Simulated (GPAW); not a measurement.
# Zn K ELNES/XANES of zinc-blende (ZnS)₁₋ₓ(ZnSe)ₓ at x = 0.25 from DFT, part 2 of 3

What does the Zn K edge look like in zinc-blende (ZnS)₁₋ₓ(ZnSe)ₓ at x = 0.25?

GPAW 26.7.0; X-ray absorption from dipole matrix elements to empty bands, plane-wave PAW LDA.

So far. Step 3 (Ground state of the crystal): The mesh shows a gap of 1.57 eV. The excited electron is kept all the same, so that all members of the series, with or without a gap, are treated alike.

**5. Spectrum with XCH, Zn atom 1**

The holes are 7.7 Å apart. In GPAW the data set carries the hole's charge, so charge=0 means a charged cell and charge=-1 a neutral one. The excited electron is kept in the cell, where it fills the lowest empty states and screens the hole. After the field has converged, empty bands are computed with the density fixed and the dipole matrix elements are summed.

The absorber has 3 S at 2.35 Å and 1 Se at 2.43 Å (distorted tetrahedral).

xas.py reads:

```python
import numpy as np
from ase import Atoms
from ase.parallel import parprint, paropen
from gpaw import GPAW, PW, FermiDirac, Mixer, MixerDif, setup_paths
from gpaw.test import gen
setup_paths.insert(0, '.')
gen('Zn', name='fch1s', xcname='LDA', corehole=(1, 0, 1), write_xml=True)
from gpaw.mpi import world
world.barrier()

atoms = Atoms('ZnSZnSeZnSZnSZnSZnSZnSeZnS',
    cell=[[0, 5.4745, 5.4745],
     [5.4745, 0, 5.4745],
     [5.4745, 5.4745, 0]],
    scaled_positions=[[0.9965554, 0.9965927, 0.0090852],
     [0.1260515, 0.1236248, 0.1242575],
     [0.9968971, 0.9960013, 0.4961301],
     [0.1258595, 0.1235216, 0.6243187],
     [0.0109788, 0.4954569, 0.9951493],
     [0.1249512, 0.6248139, 0.1238001],
     [0.9966041, 0.5078084, 0.4954533],
     [0.1245701, 0.6240311, 0.6237106],
     [0.4980863, 0.0077536, 0.9969037],
     [0.6251008, 0.1258625, 0.1236073],
     [0.5106921, 0.997054, 0.4949029],
     [0.6252745, 0.1243548, 0.6249197],
     [0.4966065, 0.4982379, 0.995738],
     [0.6261292, 0.6234959, 0.1252654],
     [0.4961351, 0.4961722, 0.510148],
     [0.6249101, 0.6251642, 0.6240336]],
    pbc=True)
atoms.calc = calc = GPAW(legacy_gpaw=True, mode=PW(400, force_complex_dtype=True), xc='LDA', setups={0: 'fch1s'},
    kpts={'size': (3, 3, 3), 'gamma': True}, occupations=FermiDirac(0.04),
    charge=-1, mixer=Mixer(0.1, 5, 50), maxiter=150,
    convergence={'density': 0.0001, 'eigenstates': 1e-6}, txt='scf.txt')
energy = atoms.get_potential_energy() + calc.get_reference_energy()
ef = calc.get_fermi_level()
out = dict(energy=energy, fermi=ef, forces=atoms.get_forces().tolist())
parprint(f'all-electron energy {energy:.4f} eV, Fermi level {ef:.4f} eV')
ev = np.array([[calc.get_eigenvalues(k, s) for k in range(len(calc.get_ibz_k_points()))] for s in range(calc.get_number_of_spins())])
out['homo'], out['lumo'], out['counts'] = ev[ev < ef].max(), ev[ev > ef].min(), sorted(set((ev < ef).sum((0, 2)).tolist()))
out['filled'] = (ev[:, 0] < ef).sum(1).tolist()

from ase.units import Ha
from gpaw.xas import dipole_matrix_elements
nb = int(calc.get_number_of_electrons() / 2) + 168
top, nb = nb, nb + 8 + nb // 12
nscf = calc.fixed_density(kpts={'size': (4, 4, 4), 'gamma': True}, nbands=nb,
    convergence={'bands': top, 'eigenstates': 5e-3}, maxiter=60, txt='nscf.txt')
cell = atoms.cell.array
ops = [cell.T @ U.T @ np.linalg.inv(cell.T) for U in nscf.wfs.kd.symmetry.op_scc]
filled = [72]  # bands filled in the ground state, by spin
E = np.arange(-6, 30, 0.1)
fwhm = np.interp(E, [4, 25], [1.67, 3.5])
Y, X, zero, highest = 0, 0, 1e9, 1e9
for spin in range(nscf.get_number_of_spins()):
    wfs = nscf.wfs
    mine = wfs.bd.get_slice()  # this rank's bands
    A = dipole_matrix_elements(wfs.setups[0])
    eps = np.zeros((wfs.kd.nibzkpts, nb))
    d = np.zeros((3, A.shape[1], wfs.kd.nibzkpts, nb), complex)
    for kpt in wfs.kpt_u:
        if kpt.s == spin and 0 in kpt.P_ani:
            eps[kpt.k, mine] = kpt.eps_n * Ha
            d[:, :, kpt.k, mine] = (kpt.weight * wfs.nspins / 2) ** 0.5 * np.inner(A, kpt.P_ani[0])
    world.sum(eps)
    world.sum(d)
    T = np.einsum('amkn,bmkn->abkn', d, d.conj()).real
    T = sum(np.einsum('ai,ijkn,bj->abkn', R, T, R) for R in ops) / len(ops)
    empty = np.ones_like(eps, bool) & (np.arange(nb) >= filled[spin])
    zero, highest = min(zero, eps[empty].min()), min(highest, eps[:, top - 1].min())
    lines = [(eps, T, empty)] if spin == 0 else lines + [(eps, T, empty)]
for eps, T, empty in lines:
    f = np.einsum('aakn->akn', T).reshape(3, -1)
    x = eps.ravel() - zero
    w = np.interp(x, E, fwhm) / 2.35482
    g = np.exp(-0.5 * ((E[:, None] - x) / w) ** 2) / (w * (2 * np.pi) ** 0.5)
    Y = Y + (f * empty.ravel()) @ g.T
    X = X + (f * ~empty.ravel()) @ g.T
out.update(E=E.round(2).tolist(), xas=Y.tolist(), xes=X.tolist(), zero=zero, valid=highest - zero, nk=len(eps), nb=nb)
for i in range(0, len(E), 10):
    parprint(f'{E[i]:7.2f}', *(f'{v:10.3e}' for v in Y[:, i]))
import json
with paropen('out.json', 'w') as f:
    json.dump(out, f)
```

Command:

```
OMP_NUM_THREADS=1 mpirun -n 4 gpaw python xas.py
```

Numbers of over 12 decimals in the logs are rounded to 6 here.

The log of the run:

```text
Input parameters:
  charge: -1
  convergence: {density: 0.0001,
                eigenstates: 1e-06}
  kpts: {gamma: True,
         size: (3, 3, 3)}
  maxiter: 150
  mixer: {backend: pulay,
          beta: 0.1,
          method: separate,
          nmaxold: 5,
          weight: 50}
  mode: {ecut: 400.0,
         force_complex_dtype: True,
         name: pw}
  occupations: {fixmagmom: False,
                name: fermi-dirac,
                width: 0.04}
  setups: {0: fch1s}

Initialize ...

[... PAW data sets ...]

Reference energy: -577605.390429  # eV

Spin-paired calculation

[... convergence settings ...]
Symmetries present (total): 1
  [... symmetry matrices ...]

27 k-points: 3 x 3 x 3 Monkhorst-Pack grid
14 k-points in the irreducible part of the Brillouin zone
       k-points in crystal coordinates                weights
   0:     0.00000000    0.00000000    0.00000000          1/27
   1:     0.00000000    0.00000000    0.33333333          2/27
   2:     0.00000000    0.33333333   -0.33333333          2/27
   3:     0.00000000    0.33333333    0.00000000          2/27
   4:     0.00000000    0.33333333    0.33333333          2/27
   5:     0.33333333   -0.33333333   -0.33333333          2/27
   6:     0.33333333   -0.33333333    0.00000000          2/27
   7:     0.33333333   -0.33333333    0.33333333          2/27
   8:     0.33333333    0.00000000   -0.33333333          2/27
   9:     0.33333333    0.00000000    0.00000000          2/27
          ...
  13:     0.33333333    0.33333333    0.33333333          2/27

Wave functions: Plane wave expansion
  Cutoff energy: 400.000 eV
  Number of coefficients (min, max): 5942, 6002
  Pulay-stress correction: 0.000000 eV/Ang^3 (de/decut=0.000000)
  Using FFTW library
  Wavefunction extrapolation:
    Improved wavefunction reuse through dual PAW basis

Occupation numbers: Fermi-Dirac:
  width: 0.0400  # eV

Eigensolver
   Davidson(niter=2)

Densities:
  Coarse grid: 36*36*36 grid
  Fine grid: 72*72*72 grid
  Total Charge: 0.000000

Density mixing:
  Method: separate
  Backend: pulay
  Linear mixing parameter: 0.1
  old densities: 5
  Width of damping distribution: 1.1
  Damping of long wavelength oscillations: 50

[... Hamiltonian set-up ...]
Number of atoms: 16
Number of atomic orbitals: 104
Number of bands in calculation: 91
Number of valence electrons: 145
Bands to converge: occupied

... initialized

Initializing position-dependent things.

Density initialized from atomic densities
Creating initial wave functions:
  91 bands from LCAO basis set

                             Zn

                    Zn
                      Zn

                           Zn
                         S
                             Zn
                Se  Zn
                  S
                      Zn
         S             S
                           Zn
              S
                Se

       S

Atomic positions and initial magnetic moments

Positions:
   0 Zn     5.505584    5.505379   10.911489    ( 0.0000,  0.0000,  0.0000)
   1 S      1.357032    1.370317    1.366853    ( 0.0000,  0.0000,  0.0000)
   2 Zn     8.168673    8.173577   10.910122    ( 0.0000,  0.0000,  0.0000)
   3 Se     4.094052    4.106851    1.365237    ( 0.0000,  0.0000,  0.0000)
   4 Zn     8.160324    5.508048    2.772482    ( 0.0000,  0.0000,  0.0000)
   5 S      4.098287    1.361789    4.104589    ( 0.0000,  0.0000,  0.0000)
   6 Zn     5.492356    8.168268    8.235906    ( 0.0000,  0.0000,  0.0000)
[...]
13 Se     4.099094    4.113510    6.841073    ( 0.0000,  0.0000,  0.0000)
  14 Zn     5.509100    5.508897    5.432386    ( 0.0000,  0.0000,  0.0000)
  15 S      6.838733    6.837342    6.843532    ( 0.0000,  0.0000,  0.0000)

Unit cell:
           periodic     x           y           z      points  spacing
  1. axis:    yes    0.000000    5.474500    5.474500    36     0.1756
  2. axis:    yes    5.474500    0.000000    5.474500    36     0.1756
  3. axis:    yes    5.474500    5.474500    0.000000    36     0.1756

  Lengths:   7.742112   7.742112   7.742112
  Angles:   60.000000  60.000000  60.000000

Effective grid spacing dv^(1/3) = 0.1916

iter:   1   -73.924463
iter:   2   -72.624236   -0.19  -1.21
iter:   3   -70.483680   -0.96  -1.28
iter:   4   -70.479314   -1.78  -1.54
iter:   5   -70.394596   -1.90  -1.57
iter:   6   -70.346507   -2.76  -2.16
iter:   7   -70.325663c  -3.03  -2.25
iter:   8   -70.323277c  -3.92  -2.83
iter:   9   -70.322666c  -3.90  -2.97
iter:  10   -70.321674c  -4.61  -3.16
iter:  11   -70.321683c  -5.32  -3.47
iter:  12   -70.321664c  -5.66  -3.46
iter:  13   -70.321636c  -5.66  -3.66
iter:  14   -70.321614c  -6.40c -3.92
iter:  15   -70.321614c  -6.63c -4.09c

Converged after 15 iterations.

Dipole moment: (-25.161089, -25.355551, -25.236762) |e|*Ang

Energy contributions relative to reference atoms: (reference = -577605.390429)

Kinetic:        +90.667544
Potential:      -78.974653
External:        +0.000000
XC:             -81.985852
Entropy (-ST):   -0.015835
Local:           -0.020735
SIC:             +0.000000
--------------------------
Free energy:    -70.329531
Extrapolated:   -70.321614

Showing only first 2 kpts
 Kpt  Band  Eigenvalues  Occupancy
  0    70      3.50214    2.00000
  0    71      3.51512    2.00000
  0    72      4.78331    2.00000
  0    73      5.81064    1.99999

  1    70      3.25996    2.00000
  1    71      3.26114    2.00000
  1    72      5.71641    2.00000
[...]
Fermi level: 6.29634

No gap
No difference between direct/indirect transitions

Forces in eV/Ang:
  0 Zn    0.06860    0.08224   -0.06795
  1 S     0.22016    0.20913    0.23773
  2 Zn   -0.04197   -0.03400   -0.18934
  3 Se   -0.22293   -0.23402    0.22443
  4 Zn   -0.03814   -0.09001    0.04088
  5 S    -0.24306    0.21329   -0.21416
  6 Zn    0.20672   -0.02838    0.05216
[...]
13 Se    0.00375   -0.01017    0.00014
 14 Zn    0.01244    0.01815   -0.01926
 15 S     0.00019    0.00631    0.00002
Scalar-relativistic atomic LDA calculation for Zn (Zinc, Z=30)
Core hole in 1s state (1s occupation: 1.0)
600 radial gridpoints.
|------------------------------------------------|
|------------------------------------------------|
[... the atom generator's iteration count ...]

Energy contributions:
-------------------------
Kinetic:    +1455.313461
XC:           -60.592874
Potential:  -2831.921453
-------------------------
Total:      -1437.200866

state      eigenvalue         ekin         rmax
-----------------------------------------------
1s^1.0 :  -362.370562   457.247084        0.033
2s^2.0 :   -45.586324    89.692358        0.186
2p^6.0 :   -40.551796    88.902557        0.147
3s^2.0 :    -5.578362    20.178333        0.572
3p^6.0 :    -3.921210    18.278078        0.568
3d^10.0:    -1.035193    13.091422        0.530
4s^2.0 :    -0.603317     2.163486        1.866
4p^0.0 :    -0.343743     1.345124        2.300
-----------------------------------------------
(units: Bohr and Hartree)

Generating PAW setup
Kinetic energy of the core from tauc = 1332.765430293097
Cutoffs:
rc(s)=2.430
rc(p)=2.400
rc(d)=2.230
rc(vbar)=2.260
rc(comp)=2.200
rc(nct)=2.430

Kinetic energy of the core states: 1320.072273
Charge: 1.0
Core electrons: 17.0
Valence electrons: 12.0
Pseudo-core charge: 0.063801
Shape function alpha=2.066
Pseudo-electron charge 3.436182
state    eigenvalue         norm
--------------------------------
4s(2) :    -0.603317     1.206269
*s    :     0.396683
4p(0) :    -0.343743     1.021921
*p    :     0.656257
3d(10):    -1.035193     0.095984
*d    :    -0.035193
--------------------------------

Diagonalizing with gridspacing h=0.050

state   all-electron     PAW
-------------------------------
4s:      -0.603317    -0.603615
4p:      -0.343743    -0.343956
3d:      -1.035193    -1.035651
*f:                   -0.018332
-------------------------------
all-electron energy -577675.7120 eV, Fermi level 6.2963 eV
[...]
27.00  1.658e-07  1.657e-07  1.659e-07
  28.00  1.712e-07  1.715e-07  1.715e-07
  29.00  1.671e-07  1.677e-07  1.676e-07
```

Wall time 3.1 min (4 MPI ranks of Intel Xeon 6975P-C (Granite Rapids), shared host); peak memory 0.77 GiB.

The Zn K spectrum, Zn atom 1, excited-electron core hole (neutral cell) (energy from the bottom of the conduction band, which holds the excited electron; intensity scaled to a mean of 1 over the first 20 eV):

| E (eV) | intensity |
| --- | --- |
| -2.0 | 0.00 |
| -1.5 | 0.00 |
| -1.0 | 0.00 |
| -0.5 | 0.01 |
| 0.0 | 0.02 |
| 0.5 | 0.08 |
| 1.0 | 0.20 |
| 1.5 | 0.40 |
| 2.0 | 0.66 |
| 2.5 | 0.91 |
| 3.0 | 1.09 |
| 3.5 | 1.27 |
| 4.0 | 1.57 |
| 4.5 | 1.89 |
| 5.0 | 2.02 |
| 5.5 | 1.82 |
| 6.0 | 1.43 |
| 6.5 | 1.07 |
| 7.0 | 0.87 |
| 7.5 | 0.85 |
| 8.0 | 0.92 |
| 8.5 | 1.00 |
| 9.0 | 1.02 |
| 9.5 | 0.96 |
| 10.0 | 0.90 |
| 10.5 | 0.89 |
| 11.0 | 0.94 |
| 11.5 | 1.00 |
| 12.0 | 1.06 |
| 12.5 | 1.07 |
| 13.0 | 1.06 |
| 13.5 | 1.04 |
| 14.0 | 1.02 |
| 14.5 | 1.01 |
| 15.0 | 1.00 |
| 15.5 | 0.99 |
| 16.0 | 0.97 |
| 16.5 | 0.96 |
| 17.0 | 0.94 |
| 17.5 | 0.94 |
| 18.0 | 0.92 |
| 18.5 | 0.91 |
| 19.0 | 0.87 |
| 19.5 | 0.84 |
| 20.0 | 0.80 |
| 20.5 | 0.77 |
| 21.0 | 0.76 |
| 21.5 | 0.77 |
| 22.0 | 0.79 |
| 22.5 | 0.82 |
| 23.0 | 0.84 |
| 23.5 | 0.84 |
| 24.0 | 0.84 |
| 24.5 | 0.84 |
| 25.0 | 0.84 |
| 25.5 | 0.86 |
| 26.0 | 0.89 |
| 26.5 | 0.92 |
| 27.0 | 0.96 |
| 27.5 | 0.98 |

Main maxima below 27 eV (height): 5.0 eV (2.02), 8.8 eV (1.02) and 12.6 eV (1.07). A K edge sees empty p states on the absorber.

The total-energy difference is 9673.29 eV. One term is added: -30.82 eV, since the hole is spin-paired here and a spin-polarised one costs that much less in the free atom (computed apart). The photon energy is then 9642.47 eV. The tabulated edge of the element is 9659 eV. The functional leaves an error in such absolute values: in the free atom LDA prices this hole 19.1 eV below PBE (computed apart), and PBE is itself good to a few eV.

**6. Reference energy of the cell**

The absorbing element, whose data set is made anew, changes for the next run, so it gets a reference energy of its own.

scf.py reads:

```python
import numpy as np
from ase import Atoms
from ase.parallel import parprint, paropen
from gpaw import GPAW, PW, FermiDirac, Mixer, MixerDif, setup_paths
from gpaw.test import gen
setup_paths.insert(0, '.')
gen('S', name='nch1s', xcname='LDA', corehole=(1, 0, 0), write_xml=True)
from gpaw.mpi import world
world.barrier()

atoms = Atoms('ZnSZnSeZnSZnSZnSZnSZnSeZnS',
    cell=[[0, 5.4745, 5.4745],
     [5.4745, 0, 5.4745],
     [5.4745, 5.4745, 0]],
    scaled_positions=[[0.9965554, 0.9965927, 0.0090852],
     [0.1260515, 0.1236248, 0.1242575],
     [0.9968971, 0.9960013, 0.4961301],
     [0.1258595, 0.1235216, 0.6243187],
     [0.0109788, 0.4954569, 0.9951493],
     [0.1249512, 0.6248139, 0.1238001],
     [0.9966041, 0.5078084, 0.4954533],
     [0.1245701, 0.6240311, 0.6237106],
     [0.4980863, 0.0077536, 0.9969037],
     [0.6251008, 0.1258625, 0.1236073],
     [0.5106921, 0.997054, 0.4949029],
     [0.6252745, 0.1243548, 0.6249197],
     [0.4966065, 0.4982379, 0.995738],
     [0.6261292, 0.6234959, 0.1252654],
     [0.4961351, 0.4961722, 0.510148],
     [0.6249101, 0.6251642, 0.6240336]],
    pbc=True)
atoms.calc = calc = GPAW(legacy_gpaw=True, mode=PW(400, force_complex_dtype=True), xc='LDA', setups={1: 'nch1s'},
    kpts={'size': (3, 3, 3), 'gamma': True}, occupations=FermiDirac(0.02),
    charge=0, mixer=Mixer(0.1, 5, 50), maxiter=150,
    convergence={'density': 0.0001, 'eigenstates': 1e-6}, txt='scf.txt')
energy = atoms.get_potential_energy() + calc.get_reference_energy()
ef = calc.get_fermi_level()
out = dict(energy=energy, fermi=ef, forces=atoms.get_forces().tolist())
parprint(f'all-electron energy {energy:.4f} eV, Fermi level {ef:.4f} eV')
ev = np.array([[calc.get_eigenvalues(k, s) for k in range(len(calc.get_ibz_k_points()))] for s in range(calc.get_number_of_spins())])
out['homo'], out['lumo'], out['counts'] = ev[ev < ef].max(), ev[ev > ef].min(), sorted(set((ev < ef).sum((0, 2)).tolist()))
out['filled'] = (ev[:, 0] < ef).sum(1).tolist()
import json
with paropen('out.json', 'w') as f:
    json.dump(out, f)
```

Command:

```
OMP_NUM_THREADS=1 mpirun -n 4 gpaw python scf.py
```

The log of the run:

```text
Input parameters:
  convergence: {density: 0.0001,
                eigenstates: 1e-06}
  kpts: {gamma: True,
         size: (3, 3, 3)}
  maxiter: 150
  mixer: {backend: pulay,
          beta: 0.1,
          method: separate,
          nmaxold: 5,
          weight: 50}
  mode: {ecut: 400.0,
         force_complex_dtype: True,
         name: pw}
  occupations: {fixmagmom: False,
                name: fermi-dirac,
[...]
3s(2) :    -0.634959     1.191395
*s    :     0.365041
3p(4) :    -0.261139     0.997058
*p    :     0.738861
*d    :     0.000000
--------------------------------

Diagonalizing with gridspacing h=0.050

state   all-electron     PAW
-------------------------------
3s:      -0.634959    -0.635587
3p:      -0.261139    -0.261554
*d:                    0.043150
*f:                    0.074695
-------------------------------
all-electron energy -587349.0051 eV, Fermi level 4.0140 eV
[key lines of the parts left out:]
Converged after 18 iterations.
Dipole moment: (-25.027884, -25.223551, -25.286678) |e|*Ang
Free energy:    -63.940487
Fermi level: 4.01399
```

Run time: 44 s. Hardware: 4 MPI ranks; peak memory 0.35 GiB.

Reference energy: -587349.005 eV with the cores included.

(Continued in part 3 of 3.)

[Banner, clock and machine lines of the logs are left out without a mark of their own.]

[Logs are printed without paths, hosts, clocks, repeated set-up lines and the standing remarks that a program may print on its own settings, such as how far it seeks lower states.]

[Hosts, paths, dates, database ids (printed as entryN), source tags and the programs' standing remarks are cut or masked in the printed files.]

[Lists of maxima count a maximum above −3 eV only where it reaches 4 % of the highest in the window and stands out from its surroundings by 2 % of it (1.5 % where it reaches 55 %); shoulders and weaker maxima are passed over, and of the rest the first, up to two pre-edge ones and the few strongest are named.]
